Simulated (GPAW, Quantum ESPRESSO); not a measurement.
# Near-edge structure at the Ni K edge of BeNi (Pm-3m), part 2 of 4

Aim: the Ni K edge of BeNi (Pm-3m) by two routes, a Lanczos recursion (XSpectra) and a sum over empty bands (GPAW), to see which features are robust.

Quantum ESPRESSO 7.5 and GPAW 26.7.0; core-hole supercells, plane-wave PAW LDA.

So far. Step 2 (Ground state of the crystal (Quantum ESPRESSO)): The mesh shows no gap, so the system is treated as a metal and the core electron is put at the Fermi level (neutral cell). Step 3 (Spectrum without a core hole, Ni atom 1 (Quantum …): Main maxima below 30 eV (height): 1.3 eV (0.63), 8.3 eV (0.87), 10.7 eV (0.92) and 23.1 eV (2.28). A K edge sees empty p states, which here mix into the lowest empty bands, so that weight starts at the zero.

**5. The atom with a core hole (Quantum ESPRESSO)**

Level of this step: all-electron atom with a core hole and its PAW potential, LDA, scalar-relativistic (Quantum ESPRESSO).

The final state has one core electron fewer, so a PAW data set is made for an atom with that hole.

Contents of Ni.lda-n-kjpaw-1sch.ld1.in:

```
&input
   title='Ni', zed=28., rel=1, iswitch=3, dft='PZ',
   config='1s1 2s2 2p6 3s2 3p6 4s2 4p0 3d9'
/
&inputp
   file_pseudopw='Ni.lda-n-kjpaw-1sch.UPF', author='',
   lpaw=.true.,
   pseudotype=3,
   lloc=-1,
   rcloc=2.1,
   which_augfun='PSQ',
   rmatch_augfun_nc=.true.,
   nlcc=.true.,
   new_core_ps=.true.,
   rcore=1.0,
   tm=.true.,
   zval=11,
   lgipaw_reconstruction=.true., use_paw_as_gipaw=.true.
/
6
4S  1  0  2.00  0.00  1.30  2.20  0.0
4S  1  0  0.00  6.30  1.30  2.20  0.0
4P  2  1  0.00  0.00  1.30  2.20  0.0
4P  2  1  0.00  6.50  1.30  2.20  0.0
3D  3  2  9.00  0.00  1.30  1.80  0.0
3D  3  2  0.00  -0.40  1.30  1.80  0.0
```

Started as:

```console
> ld1.x < Ni.lda-n-kjpaw-1sch.ld1.in > Ni.lda-n-kjpaw-1sch.ld1.out
```

The log of the run:

```text
     [... banner and references ...]
PAW data will be used for GIPAW calculation
     --------------------------- All-electron run ----------------------------

     Ni
     scalar relativistic calculation

     atomic number is 28.00
     dft =PZ   lsd =0 sic =0 latt =0  beta=0.20 tr2=1.0E-14
     Exchange-correlation= PZ
                           (   1   1   0   0   0   0   0)
     mesh =1195 r(mesh) =  98.77016 a.u. xmin = -7.00 dx = 0.01250
     1 Ry =  13.60569312 eV, c = 137.03599908

     n l     nl                  e(Ry)          e(Ha)          e(eV)
     1 0     1S 1( 1.00)      -625.5175      -312.7587     -8510.5985
     2 0     2S 1( 2.00)       -76.5321       -38.2661     -1041.2727
     2 1     2P 1( 6.00)       -67.5828       -33.7914      -919.5115
[...]
final scf error:  6.0E-15 reached in  25 iterations

     Etot =   -2422.963619 Ry,   -1211.481809 Ha,  -32966.099443 eV

     Ekin =    2449.761399 Ry,    1224.880700 Ha,   33330.701820 eV
     Encl =   -5980.498563 Ry,   -2990.249281 Ha,  -81368.828166 eV
     Eh   =    1215.055174 Ry,     607.527587 Ha,   16531.667824 eV
     Exc  =    -107.281629 Ry,     -53.640814 Ha,   -1459.640922 eV

     normalization and overlap integrals

     s(1S/1S) =  1.000000  <r> =   0.0536  <r2> =    0.0039  r(max) =   0.0353
     s(1S/2S) = -0.003855
     s(1S/3S) = -0.001432
     s(1S/4S) = -0.000346
     s(2S/2S) =  1.000000  <r> =   0.2391  <r2> =    0.0674  r(max) =   0.2004
[...]
s(2P/2P) =  1.000000  <r> =   0.2074  <r2> =    0.0527  r(max) =   0.1581
     s(2P/3P) = -0.000683
     s(2P/4P) = -0.000103
     s(3S/3S) =  1.000000  <r> =   0.7205  <r2> =    0.6004  r(max) =   0.6174
[...]
Ekin =    2449.761399 Ry,    1224.880700 Ha,   33330.701820 eV
     Encl =   -5980.498563 Ry,   -2990.249281 Ha,  -81368.828166 eV
     Eh   =    1215.055174 Ry,     607.527587 Ha,   16531.667824 eV
     Exc  =    -107.281629 Ry,     -53.640814 Ha,   -1459.640922 eV

     normalization and overlap integrals

[...]
s(2S/4S) = -0.000199
     s(2P/2P) =  1.000000  <r> =   0.2074  <r2> =    0.0527  r(max) =   0.1581
     s(2P/3P) = -0.000683
     s(2P/4P) = -0.000103
     s(3S/3S) =  1.000000  <r> =   0.7205  <r2> =    0.6004  r(max) =   0.6174
     s(3S/4S) = -0.000116
     s(3P/3P) =  1.000000  <r> =   0.7471  <r2> =    0.6603  r(max) =   0.6174
     s(3P/4P) = -0.000063
     s(4S/4S) =  1.000000  <r> =   2.7447  <r2> =    8.8232  r(max) =   2.1821
     s(4P/4P) =  1.000000  <r> =   4.1575  <r2> =   21.0528  r(max) =   3.0966
     s(3D/3D) =  1.000000  <r> =   0.9526  <r2> =    1.2323  r(max) =   0.5947

     ------------------------ End of All-electron run ------------------------

     ---------------------- Testing the pseudopotential ----------------------

     Ni
     scalar relativistic calculation

     atomic number is 28.00   valence charge is 11.00
     dft = SLA  PZ   NOGX NOGC   lsd =0 sic =0 latt =0  beta=0.20 tr2=1.0E-14
     mesh =1195 r(mesh) =  98.77016 xmin = -7.00 dx = 0.01250

     n l     nl             e AE (Ry)        e PS (Ry)    De AE-PS (Ry)
[...]
2 1     4P   1( 0.00)       -0.09875       -0.09875        0.00000
     3 2     3D   1( 9.00)       -0.74339       -0.74340        0.00000

     eps = 1.6E-15  iter =  4

     Etot =   -2422.963619 Ry,   -1211.481809 Ha,  -32966.099443 eV
     Etotps =  -185.637683 Ry,     -92.818842 Ha,   -2525.729353 eV

     Ekin =     187.049430 Ry,      93.524715 Ha,    2544.937146 eV
     Encl =    -362.496068 Ry,    -181.248034 Ha,   -4932.010263 eV
     Ehrt =      97.090578 Ry,      48.545289 Ha,    1320.984613 eV
     Ecxc =    -107.281624 Ry,     -53.640812 Ha,   -1459.640849 eV
     (Ecc =     -20.644917 Ry,     -10.322458 Ha,    -280.888400 eV)

     ---------------------- End of pseudopotential test ----------------------
```

Elapsed: 0.69 s, on 1 MPI rank of Arm Neoverse V2, shared host; peak memory 0.12 GiB.

Removing the core electron and adding it to the valence shell costs the free atom 8342.3 eV.

**6. Supercell with XCH, Ni atom 1 (Quantum ESPRESSO)**

The holes are 5.8 Å apart. The excited electron is kept in the cell, where it fills the lowest empty states and screens the hole.

Contents of scf.in:

```
&control
   calculation='scf', prefix='x', pseudo_dir='../pp', outdir='tmp', tprnfor=.true.
/
&system
   ibrav=0, nat=18, ntyp=3, nbnd=77
   ecutwfc=47, ecutrho=270
   occupations='smearing', smearing='mv', degauss=0.015
   nspin=2
   starting_magnetization(1)=0.20
   starting_magnetization(2)=0.20
/
&electrons
   conv_thr=1.8e-07, electron_maxstep=120
   mixing_beta=0.3, mixing_mode='local-TF'
/
ATOMIC_SPECIES
Ni0 1.0 Ni.lda-n-kjpaw-1sch.UPF
Ni 1.0 Ni.lda-n-kjpaw.UPF
Be 1.0 Be.lda-n-kjpaw.UPF
CELL_PARAMETERS angstrom
  2.58699959 0.00000000 5.17399918
  -5.17399918 2.58699959 0.00000000
  0.00000000 -5.17399918 2.58699959
ATOMIC_POSITIONS crystal
Ni0  0.38888889 0.94444444 0.72222222
Ni   0.83333333 0.16666667 0.83333333
Ni   0.72222222 0.61111111 0.05555556
Ni   0.61111111 0.05555556 0.27777778
Ni   0.27777778 0.38888889 0.94444444
Ni   0.50000000 0.50000000 0.50000000
Ni   0.16666667 0.83333333 0.16666667
Ni   0.05555556 0.27777778 0.38888889
Ni   0.94444444 0.72222222 0.61111111
Be   0.00000000 0.00000000 0.00000000
Be   0.44444444 0.22222222 0.11111111
Be   0.33333333 0.66666667 0.33333333
Be   0.22222222 0.11111111 0.55555556
Be   0.88888889 0.44444444 0.22222222
Be   0.11111111 0.55555556 0.77777778
Be   0.77777778 0.88888889 0.44444444
Be   0.66666667 0.33333333 0.66666667
Be   0.55555556 0.77777778 0.88888889
K_POINTS automatic
5 5 5 0 0 0
```

Started as:

```console
> OMP_NUM_THREADS=1 mpirun --oversubscribe --bind-to none -np 4 pw.x -nk 4 -in scf.in > scf.out
```

The log of the run:

```text
     [... banner and references ...]
[banner, memory and clock lines left out]
NOTICE: Bravais lattice has wrong number ( 3) of symmetries - symmetries are disabled

     G-vector sticks info

     bravais-lattice index     =            0
     lattice parameter (alat)  =      10.9315  a.u.
     unit-cell volume          =    1051.5458 (a.u.)^3
     number of atoms/cell      =           18
     number of atomic types    =            3
     number of electrons       =       109.00
     number of Kohn-Sham states=           77
     kinetic-energy cutoff     =      47.0000  Ry
     charge density cutoff     =     270.0000  Ry
     scf convergence threshold =      1.8E-07
     mixing beta               =       0.3000
     number of iterations used =            8  local-TF  mixing
     Exchange-correlation= SLA  PZ   NOGX NOGC
                           (   1   1   0   0   0   0   0)

     celldm(1)=  10.931512  celldm(2)=   0.000000  celldm(3)=   0.000000
     celldm(4)=   0.000000  celldm(5)=   0.000000  celldm(6)=   0.000000

     crystal axes: (cart. coord. in units of alat)
               a(1) = (   0.447214   0.000000   0.894427 )
               a(2) = (  -0.894427   0.447214   0.000000 )
               a(3) = (   0.000000  -0.894427   0.447214 )

     reciprocal axes: (cart. coord. in units 2 pi/alat)
               b(1) = (  0.248452  0.496904  0.993808 )
               b(2) = ( -0.993808  0.248452  0.496904 )
               b(3) = ( -0.496904 -0.993808  0.248452 )

     PseudoPot. #1 for Ni:     Pseudo is Projector augmented-wave + core cor, Zval = 11.0

[...]
ethr =  5.09E-10,  avg # of iterations =  1.7

     Magnetic moment per site  (integrated on atomic sphere of radius R)
     atom   1 (R=0.160)  charge=  9.2870  magn= -0.0001
     atom   2 (R=0.160)  charge=  8.2758  magn= -0.0002
     atom   3 (R=0.160)  charge=  8.2705  magn= -0.0000
[...]
atom  17 (R=0.160)  charge=  1.1433  magn=  0.0000
     atom  18 (R=0.160)  charge=  1.1432  magn=  0.0000

     End of self-consistent calculation

     Number of k-points >= 100: set verbosity='high' to print the bands.

     the Fermi energy is    12.1496 ev

!    total energy              =   -1691.25494998 Ry
     total all-electron energy =    -26980.698350 Ry
     estimated scf accuracy    <       0.00000004 Ry
     smearing contrib. (-TS)   =      -0.00367946 Ry
     internal energy E=F+TS    =   -1691.25127052 Ry

     The total energy is F=E-TS. E is the sum of the following terms:
     one-electron contribution =    -179.43917775 Ry
     hartree contribution      =     234.69749630 Ry
     xc contribution           =    -387.81047760 Ry
     ewald contribution        =    -614.83290757 Ry
     one-center paw contrib.   =    -743.86620390 Ry

     total magnetization       =    -0.00 Bohr mag/cell
     absolute magnetization    =     0.00 Bohr mag/cell

     convergence has been achieved in  13 iterations

     Forces acting on atoms (cartesian axes, Ry/au):

     atom    1 type  1   force =     0.00000170    0.00000402   -0.00000083
     atom    2 type  2   force =     0.00147797    0.00228347    0.00457916
     atom    3 type  2   force =     0.00195841   -0.00195851    0.00196222
[...]
atom   17 type  3   force =    -0.00687302    0.00675136    0.00663691
     atom   18 type  3   force =     0.00672564   -0.00672422    0.00672667

     Total force =     0.035852     Total SCF correction =     0.000197

     XML data file, charge density, pseudopotentials, collected wavefunctions
```

The job ended after 8.2 min (4 MPI ranks; peak memory 0.42 GiB).

Energy with the hole: -367091.102 eV, cores included.

**7. Spectrum with XCH, Ni atom 1 (Quantum ESPRESSO)**

The Lanczos recursion gives the spectrum without computing empty bands; each polarisation needs a run of its own on the full k mesh. xe0 is set between filled and empty states, and states below it are cut, here at the Fermi level, which holds the excited electron. The file of filecore holds the core orbital, taken from the hole-free data set.

Contents of xspectra.in:

```
&input_xspectra
   calculation='xanes_dipole', edge='K'
   prefix='x', outdir='tmp', xiabs=1, xe0=12.1496
   xonly_plot=.false., x_save_file='xanes.sav'
   xniter=3000, xcheck_conv=20, xerror=0.005
   xcoordcrys=.false., xepsilon(1)=1, xepsilon(2)=0, xepsilon(3)=0
/
&plot
   xnepoint=413, xemin=-10, xemax=45, terminator=.true., cut_occ_states=.true.
   xgamma=0.4
/
&pseudos
   filecore='../Ni.wfc'
/
&cut_occ
   cut_desmooth=0.1, cut_stepl=0.05, cut_stepu=0.05, cut_ierror=1e-5
/
5 5 5 0 0 0
```

Started as:

```console
> OMP_NUM_THREADS=1 mpirun --oversubscribe --bind-to none -np 4 xspectra.x -nk 4 -in xspectra.in > xspectra.out
```

The log of the run:

```text
     [... banner and references ...]
Reading input_file

     calculation: xanes_dipole

     xepsilon  [cartesian coordinates]:   1.000000   0.000000   0.000000

     xonly_plot: FALSE
        => complete calculation: Lanczos + spectrum plot

     filecore (core-wavefunction file): ../Ni.wfc

     main plot parameters:
        cut_occ_states: TRUE
        gamma_mode:  constant
        -> using xgamma [eV]:  0.40
        xemin [eV]: -10.00
        xemax [eV]:  45.00
        xnepoint:  413
        xe0 [eV]:  12.149600 (energy zero read in input file)

     WARNING: variable ef_r is obsolete

                      Reading SCF save directory: x.save

     tmp/x.save/

     Exchange-correlation= PZ
                           (   1   1   0   0   0   0   0)

     G-vector sticks info

                           Getting the Fermi energy

     From SCF save directory (spin polarized work):
        ehomo [eV]:   12.4890 (highest occupied level:max of up and down)
        elumo [eV]:   12.5227 (lowest occupied level:min of up and down)
        ef    [eV]:   12.4890

     -> ef (in eV) will be written in x_save_file

                           Energy zero of the spectrum

     -> ef will NOT be used as energy zero of the spectrum
       (because xe0 read in input file)

     G-vector sticks info

     bravais-lattice index     =            0
     lattice parameter (alat)  =      10.9315  a.u.
     unit-cell volume          =    1051.5458 (a.u.)^3
     number of atoms/cell      =           18
     number of atomic types    =            3
     number of electrons       =       109.00
     number of Kohn-Sham states=           77
     kinetic-energy cutoff     =      47.0000  Ry
     charge density cutoff     =     270.0000  Ry
     Exchange-correlation= PZ
                           (   1   1   0   0   0   0   0)

     celldm(1)=  10.931512  celldm(2)=   0.000000  celldm(3)=   0.000000
     celldm(4)=   0.000000  celldm(5)=   0.000000  celldm(6)=   0.000000

     crystal axes: (cart. coord. in units of alat)
               a(1) = (   0.447214   0.000000   0.894427 )
               a(2) = (  -0.894427   0.447214   0.000000 )
               a(3) = (   0.000000  -0.894427   0.447214 )

     reciprocal axes: (cart. coord. in units 2 pi/alat)
               b(1) = (  0.248452  0.496904  0.993808 )
               b(2) = ( -0.993808  0.248452  0.496904 )
               b(3) = ( -0.496904 -0.993808  0.248452 )

     PseudoPot. #1 for Ni:     Pseudo is Projector augmented-wave + core cor, Zval = 11.0

     PseudoPot. #2 for Ni:     Pseudo is Projector augmented-wave + core cor, Zval = 10.0

     PseudoPot. #3 for Be:     Pseudo is Projector augmented-wave + core cor, Zval =  2.0

     atomic species   valence    mass     pseudopotential
     Ni0              11.00     1.00000     Ni( 1.00)
     Ni               10.00     1.00000     Ni( 1.00)
     Be                2.00     1.00000     Be( 1.00)

     Starting magnetic structure
     atomic species   magnetization
     Ni0             0.200
     Ni              0.200
     Be              0.000

     No symmetry found

   Cartesian axes

     site n.     atom                  positions (alat units)
         1        Ni0    tau(   1) = (  -0.6708204  -0.2236068   0.6708204  )
         2        Ni     tau(   2) = (   0.2236068  -0.6708204   1.1180340  )
         3        Ni     tau(   3) = (  -0.2236068   0.2236068   0.6708204  )
         4        Ni     tau(   4) = (   0.2236068  -0.2236068   0.6708204  )
         5        Ni     tau(   5) = (  -0.2236068  -0.6708204   0.6708204  )
         6        Ni     tau(   6) = (  -0.2236068  -0.2236068   0.6708204  )
         7        Ni     tau(   7) = (  -0.6708204   0.2236068   0.2236068  )
         8        Ni     tau(   8) = (  -0.2236068  -0.2236068   0.2236068  )
         9        Ni     tau(   9) = (  -0.2236068  -0.2236068   1.1180340  )
        10        Be     tau(  10) = (   0.0000000   0.0000000   0.0000000  )
        11        Be     tau(  11) = (   0.0000000  -0.0000000   0.4472136  )
[...]
16        Be     tau(  16) = (  -0.4472136   0.0000000   0.8944272  )
        17        Be     tau(  17) = (   0.0000000  -0.4472136   0.8944272  )
        18        Be     tau(  18) = (  -0.4472136  -0.4472136   0.8944272  )

     number of k points=   125  Marzari-Vanderbilt smearing, width (Ry)=  0.0150

     Number of k-points >= 100: set verbosity='high' to print them.

     Dense  grid:    78825 G-vectors     FFT dimensions: (  60,  60,  60)

     Smooth grid:    45673 G-vectors     FFT dimensions: (  48,  48,  48)

     The potential is recalculated from file :
     tmp/x.save/charge-density

     Starting wfcs are  117 atomic wfcs
     Checking if some PAW data can be deallocated...

               Reading core wavefunction file for the absorbing atom

     ../Ni.wfc successfully read

                              Attributing the PAW radii
                     for the absorbing atom [units: Bohr radius]

        PAW proj 1: r_paw(l= 0)= 3.30  (1.5*r_cut)
        PAW proj 2: r_paw(l= 0)= 3.30  (1.5*r_cut)
        PAW proj 3: r_paw(l= 1)= 3.30  (1.5*r_cut)
        PAW proj 4: r_paw(l= 1)= 3.30  (1.5*r_cut)
        PAW proj 5: r_paw(l= 2)= 2.70  (1.5*r_cut)
        PAW proj 6: r_paw(l= 2)= 2.70  (1.5*r_cut)

        NB: The calculation will not necessary use all these r_paw values.
            - For a edge in the electric-dipole approximation,
              only the r_paw(l=1) values are used.
            - For a K edge in the electric-quadrupole approximation,
              only the r_paw(l=2) values are used.

            - For a L2 or L3 edge in the electric-quadrupole approximation,

              all projectors (s, p and d) are used.

                          Starting XANES calculation
                     in the electric dipole approximation

     Method of calculation based on the Lanczos recursion algorithm
        - STEP 1: Construction of a kpoint-dependent Lanczos basis,
          in which the Hamiltonian is tridiagonal (each 'iter'
          corresponds to the calculation of one more Lanczos vector)
        - STEP 2: Calculation of the cross-section as a continued fraction
          averaged over the k-points.

     ... Begin STEP 1 ...

        Radial transition matrix element(s) used in the calculation of the
        initial vector of the Lanczos basis (|tilde{phi}_abs> normalized)
        | For PAW proj. (l=1) #1: radial matrix element =   0.003858601
        | For PAW proj. (l=1) #2: radial matrix element =   0.007737126

NB: the    63 k-point are not all listed below because npool=  4
        |-------------------------------------------------------------
        ! k-point #     1:  ( 0.0000,  0.0000,  0.0000),  0.0080,   1
        |-------------------------------------------------------------
 okvan= T
        |   Norm of the initial Lanczos vector: 0.56334034E-02
        |   Estimated error at iter     20:   1.01272565
        |   Estimated error at iter     40:   0.23674906
        |   Estimated error at iter     60:   0.24257470
        |   Estimated error at iter     80:   0.10280069
        |   Estimated error at iter    100:   0.44337229
[...]
!   => CONVERGED at iter    240 with error=  0.00132606
        |-------------------------------------------------------------
        ! k-point #     2:  (-0.0994, -0.1988,  0.0497),  0.0080,   1
        |-------------------------------------------------------------
 okvan= T
        |   Norm of the initial Lanczos vector: 0.56334270E-02
[...]
!   => CONVERGED at iter    480 with error=  0.00367448
        |-------------------------------------------------------------
     [... 60 further k-points ...]
        ! k-point #    63:  (-0.4969, -0.0994,  0.6957),  0.0080,   1
        |-------------------------------------------------------------
 okvan= T
        |   Norm of the initial Lanczos vector: 0.56334675E-02
[...]
|   Estimated error at iter    400:   0.00802262
        |   Estimated error at iter    420:   0.00637676
        |   Estimated error at iter    440:   0.00741419
        !   => CONVERGED at iter    460 with error=  0.00172061

     Results of STEP 1 successfully written in x_save_file
     x_save_file name:
     ->  xanes.sav
     x_save_file version:  2

     ... End STEP 1 ...

     ... Begin STEP 2 ...

     The spectrum is calculated using the following parameters:
        xe0 [eV]:   12.1496
        the occupied states are elimintate from the spectrum
        xemin [eV]: -10.00
        xemax [eV]:  45.00
        xnepoint:  413
        constant broadening parameter [eV]:    0.400
        Core level energy [eV]:  -8333.
         (from electron binding energy of neutral atoms in X-ray data booklet)

     Cross-section successfully written in xanes.dat

     ... End STEP 2 ...

                                END JOB XSpectra
```

Run time: 3.2 min. Hardware: 4 MPI ranks; peak memory 0.14 GiB.

The Ni K spectrum, Ni atom 1, excited-electron core hole (neutral cell) (energy from the energy zero of the input (xe0, at the border of filled and empty states); intensity scaled to a mean of 1 over the first 20 eV; folded afterwards to Lorentzian half width 0.72 eV up to 4 eV, rising linearly to 1.75 eV at 25 eV; the points at xe0, where the cut of filled states can leave a spike, are interpolated):

```tsv
E (eV)	intensity
-2.0	0.10
-1.4	0.13
-0.8	0.18
-0.2	0.29
0.4	0.45
1.0	0.56
1.6	0.57
2.2	0.58
2.8	0.55
3.4	0.49
4.0	0.49
4.6	0.55
5.2	0.67
5.8	0.77
6.4	0.78
7.0	0.79
7.6	0.80
8.2	0.83
8.8	0.85
9.4	0.86
10.0	0.86
10.6	0.86
11.2	0.86
11.8	0.90
12.4	0.94
13.0	0.99
13.6	1.05
14.2	1.14
14.8	1.25
15.4	1.36
16.0	1.47
16.6	1.58
17.2	1.69
17.8	1.78
18.4	1.85
19.0	1.91
19.6	1.97
20.2	2.02
20.8	2.05
21.4	2.07
22.0	2.07
22.6	2.07
23.2	2.02
23.8	1.92
24.4	1.79
25.0	1.64
25.6	1.48
26.2	1.33
26.8	1.23
27.4	1.18
28.0	1.16
28.6	1.16
29.2	1.19
29.8	1.21
30.4	1.24
31.0	1.26
31.6	1.27
```

Main maxima below 30 eV (height): 2.1 eV (0.58) and 22.3 eV (2.08). 

The total-energy difference is 8344.53 eV. One term is added: -28.76 eV, since the hole is spin-paired here and a spin-polarised one costs that much less in the free atom (computed apart). The photon energy is then 8315.77 eV. The tabulated edge of the element is 8333 eV. The functional leaves an error in such absolute values: in the free atom LDA prices this hole 17.6 eV below PBE (computed apart), and PBE is itself good to a few eV.

(Part 2 of 4 ends here.)

[Banner, clock and machine lines of the logs are left out without a mark of their own.]

[Logs are printed without paths, hosts, clocks, repeated set-up lines and the standing remarks that a program may print on its own settings, such as how far it seeks lower states.]

[Hosts, paths, dates, database ids (printed as entryN), source tags and the programs' standing remarks are cut or masked in the printed files.]

[Lists of maxima count a maximum above −3 eV only where it reaches 4 % of the highest in the window and stands out from its surroundings by 2 % of it (1.5 % where it reaches 55 %); shoulders and weaker maxima are passed over, and of the rest the first, up to two pre-edge ones and the few strongest are named.]
